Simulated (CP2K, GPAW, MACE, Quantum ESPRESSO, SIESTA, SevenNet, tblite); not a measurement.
# Forces in generalised stacking fault on (111) (glide set) of a Ge-Sn solid solution (48 atoms), program by program

Aim: forces, pressure of generalised stacking fault on (111) (glide set) of a Ge-Sn solid solution (48 atoms) at one geometry, from other programs and methods, against plane-wave PBE.

Results are calculated, not measured.

### Step 1. The structure

The cell holds 48 atoms (34 Ge and 14 Sn), with edges of 8.33, 7.22 and 20.52 Å. Recipe: diamond-structure Ge (a = 5.8932 Å), cell with z along [111], 2 x 1 x 2 periods; the third cell vector is tilted by 0.083 of 1/2[1-10] and lengthened by 0.1 Å, so the cell holds one fault (glide set); displaced by a Gaussian of 0.01 Å; 14 of 48 Ge sites given to Sn at random (lattice constant by Vegard's rule between Ge and Sn) Then every atom was moved at random, 0.03 Å r.m.s. a Cartesian component. The density is 5.56 g/cm³.

### Step 2. The reference input

Quantum ESPRESSO 7.5: Kohn-Sham DFT, PBE, SSSP efficiency 1.3.0 pseudopotentials, plane waves. Its input, pw.in:

```
&control
  calculation = 'scf'
  pseudo_dir = './pseudo'
  outdir = './tmp'
  disk_io = 'none'
  tprnfor = .true.
  tstress = .true.
/
&system
  ibrav = 0
  nat = 48
  ntyp = 2
  ecutwfc = 45
  ecutrho = 360
  nosym = .true.
  occupations = 'smearing'
  smearing = 'fd'
  degauss = 0.003675
/
&electrons
  conv_thr = 2.4e-07
  electron_maxstep = 100
  mixing_beta = 0.2
  mixing_mode = 'local-TF'
  diagonalization = 'david'
/
ATOMIC_SPECIES
Ge 72.630 Ge.upf
Sn 118.710 Sn.upf
CELL_PARAMETERS angstrom
8.33424 0.00000 0.00000
0.00000 7.21767 0.00000
0.34729 0.00000 20.51464
ATOMIC_POSITIONS crystal
Ge 0.74989 0.49328 0.02279
Sn 0.74158 0.49021 0.14650
Sn 0.73999 0.83068 0.18566
Ge 0.73276 0.83620 0.30899
[... 42 atom lines left out ...]
Ge 0.20949 0.17119 0.85269
Ge 0.20626 0.16925 0.97468
K_POINTS gamma
```

```console
$ OMP_NUM_THREADS=1 mpirun -np 4 pw.x -in pw.in > output.txt
```

It took 2.8 min on 4 MPI ranks of Arm Neoverse V1, shared host; peak memory 3 GiB.

It converged with an r.m.s. force component of 1.2 eV/Å and a pressure of 8.4 GPa.

### Step 3. The other programs

- CP2K 2026.2: Gaussian basis with GTH pseudopotentials and a plane-wave density; labels give functional, basis (MOLOPT sets; SR short-range, UZH the newer set with its own potentials), grid cutoff/relative cutoff and solver (OT: orbital transformation; TRS4, TC2, SIGN: linear-scaling purification with its sparsity filter), or its built-in tight binding.
- GPAW 26.7.0: PAW with atomic orbitals (LCAO), plane waves or a real-space grid of spacing h.
- MACE: machine-learned potential, published weights.
- Quantum ESPRESSO 7.5: plane waves; labels (QE) give functional, pseudopotential set and cutoffs of waves/density.
- SevenNet: machine-learned potential, published weights.
- tblite 0.8.0: extended tight binding, driven from Python.

All use the same cell and atoms, and the electronic-structure runs the same k-mesh.

### Step 4. All runs compared

Differences are against the reference: forces as r.m.s. over components, share as that over the reference's r.m.s. force, slope as the fitted ratio of a run's forces to the reference's.

```
                                                                  run  Δ force, r.m.s. (meV/Å)  share (%)  slope  Δ pressure (GPa)  cores  CPU time  memory (GiB)
                                                            reference                        -          -      -                 -      4    11 min             3
                 CP2K LDA, DZVP-MOLOPT-SR, 350/50 Ry, diagonalisation                      193       16.1  0.845             -5.66      2   2.5 min           1.7
          CP2K PBE+D3(BJ), DZVP-MOLOPT-SR, 350/50 Ry, diagonalisation                     95.4       7.96  0.933             -1.06      2   2.9 min           1.8
    CP2K PBE, DZVP-MOLOPT (SR for Ge, Sn), 350/50 Ry, diagonalisation                     70.3       5.86  0.953             0.583      2   2.9 min           1.7
        CP2K PBE, DZVP-MOLOPT-SR, 244/50 Ry, diagonalisation (coarse)                     70.3       5.86  0.953             0.583      2   2.7 min           1.2
        CP2K PBE, DZVP-MOLOPT-SR, 350/30 Ry, diagonalisation (coarse)                     70.3       5.87  0.953             0.583      2   2.5 min           1.7
                 CP2K PBE, DZVP-MOLOPT-SR, 350/50 Ry, diagonalisation                     70.3       5.86  0.953             0.583      2   2.9 min           1.7
                      CP2K PBE, TZV2P-UZH, 350/50 Ry, diagonalisation                     67.5       5.63  0.954             0.152      4   5.5 min           4.4
CP2K RPBE, PBE potentials, DZVP-MOLOPT-SR, 350/50 Ry, diagonalisation                     74.4       6.21  0.957             0.883      2   2.9 min           1.7
                                          GPAW LDA, LCAO dzp, h 0.2 Å                     69.6       5.81  0.959                 -      1   2.4 min           1.2
                                         GPAW PBE, LCAO dzp, h 0.15 Å                     73.2       6.11  1.045                 -      1   6.3 min           2.7
                                          GPAW PBE, LCAO dzp, h 0.2 Å                     75.0       6.25  1.046                 -      1   2.8 min           1.2
                            GPAW PBE, LCAO szp(dzp), h 0.2 Å (coarse)                      169       14.1  1.117                 -      1   2.2 min           1.1
                                              GPAW PBE, grid h 0.18 Å                     29.4       2.45  0.995                 -      2    20 min           3.5
                                          MACE MP-0b2 small potential                      345       28.8  0.988             -4.06      1     7.3 s          0.67
                                         MACE MP-0b3 medium potential                      358       29.9  0.909             -3.35      1     7.6 s          0.71
                                          QE PBE, gbrv-1.5, 40/200 Ry                     7.31       0.61  0.995            0.0354      4   8.5 min           1.6
               QE PBE, sssp-1.3.0-efficiency, 45/360 Ry, rmm-davidson                     5.22      0.436  1.000             0.025      4    13 min           3.1
                                              SevenNet l3i5 potential                      408       34.0  1.046             -2.06      1     9.4 s          0.91
                                                      tblite GFN1-xTB                      363       30.3  1.184              2.36      1     4.3 s          0.12
```

Rows marked coarse use a setting chosen to be so.

Times of the machine-learned potentials are mostly Python's start and the loading of weights.

CPU time is summed over cores on shared hosts, so it is rough.

### Step 5. What came out

Forces lie from 0.44 % (QE PBE, sssp-1.3.0-efficiency, 45/360 Ry, rmm-davidson) to 34 % (SevenNet l3i5 potential) of the reference's r.m.s. force of 1.2 eV/Å away from it. Other PBE runs on plane waves or a grid: GPAW PBE, grid h 0.18 Å 2.5 %, QE PBE, gbrv-1.5, 40/200 Ry 0.61 % and QE PBE, sssp-1.3.0-efficiency, 45/360 Ry, rmm-davidson 0.44 % of the r.m.s. force; the reference has errors of its own, so differences under a few per cent don't tell which side is nearer the exact PBE result. With the reference's own potentials and cutoffs, another solver or threshold moves forces by 0.44 % (QE PBE, sssp-1.3.0-efficiency, 45/360 Ry, rmm-davidson). The PBE runs in local orbitals, coarse settings apart, differ by 5.6 % (CP2K PBE, TZV2P-UZH, 350/50 Ry, diagonalisation) to 6.3 % (GPAW PBE, LCAO dzp, h 0.2 Å); basis, grid and potentials can all enter.

Tight binding differs by 30 % (tblite GFN1-xTB); it is another model, with fitted parameters of its own, and the xTB methods hold dispersion. Machine-learned potentials differ by 29 % (MACE MP-0b2 small potential) to 34 % (SevenNet l3i5 potential); they were trained on other programs' data. Rows with another functional or a dispersion term differ by 5.8 % (GPAW LDA, LCAO dzp, h 0.2 Å) to 16 % (CP2K LDA, DZVP-MOLOPT-SR, 350/50 Ry, diagonalisation), which mixes the change of model with differences of basis and potentials, some of them made for another functional. Runs with settings chosen to be coarse differ by 5.9 % (CP2K PBE, DZVP-MOLOPT-SR, 244/50 Ry, diagonalisation) to 14 % (GPAW PBE, LCAO szp(dzp), h 0.2 Å), their programs' other errors included. GPAW PBE, LCAO szp(dzp), h 0.2 Å stiffens the forces by a factor of 1.12 while following their directions (correlation 0.998); the slopes of the 5 GPAW runs lie between 0.96 and 1.12. From CP2K PBE, DZVP-MOLOPT-SR, 244/50 Ry, diagonalisation to the finer CP2K PBE, DZVP-MOLOPT-SR, 350/50 Ry, diagonalisation the share goes from 5.86 to 5.86 %, so the grid isn't what parts these runs from the reference. From GPAW PBE, LCAO dzp, h 0.2 Å to the finer GPAW PBE, LCAO dzp, h 0.15 Å the share goes from 6.25 to 6.11 %, so the grid isn't what parts these runs from the reference. Pressures at PBE, coarse settings apart, lie +0.03 to +0.58 GPa from the reference's.

Caveats: Periodic xTB results under one method name differ between programs and library versions. The potentials hold different valence shells: 672 electrons in the reference, 192 in CP2K with TZV2P-UZH and 332 in GPAW; this bears on time and differences. GPAW's setups keep the filled d shell of Ge in the core. The reference's pressure holds the uncorrected Pulay stress of its 45 Ry basis, so small pressure differences, may be the reference's own error. Machine-learned potentials mimic data converged in k, so the reference's own k-point error enters their differences. The reference's stress is far from hydrostatic: its diagonal is 15.9, 3.3, 6.0 GPa, compression counted positive. The host structure and its lattice constant were typed by rule, without a check against the phase diagram. The electronic-structure runs sample only Γ, in a cell whose shortest periodic width is 7 Å, which is coarse for a cell with partly filled levels. The reference's pressure of 8.4 GPa reflects the volume that the recipe set, positions that aren't this level's minimum and the coarse k-sampling. The reference's 45/360 Ry lie under the cutoffs that SSSP recommends for Sn (60/480 Ry). Spin–orbit coupling is left out. Where levels are smeared, the DFT runs use Fermi–Dirac occupations at 580 K (0.05 eV), and energies are free energies. The atoms were displaced at random, and shares hang on the size of the forces that this gives. The reference's cutoffs and mesh weren't converged further here.

[Long decimals in the printed logs are rounded to 6 places.]

[Logs are printed without paths, hosts, clocks, repeated set-up lines and the standing remarks that a program may print on its own settings, such as how far it seeks lower states.]

[Hosts, paths, dates, database ids (printed as entryN), source tags and the programs' standing remarks are cut or masked in the printed files.]

[Only finished runs are shown, without SIESTA runs on faulty potentials for Cu, Fe, Ni or Zn; cells were taken only where this reference lay near another plane-wave run.]
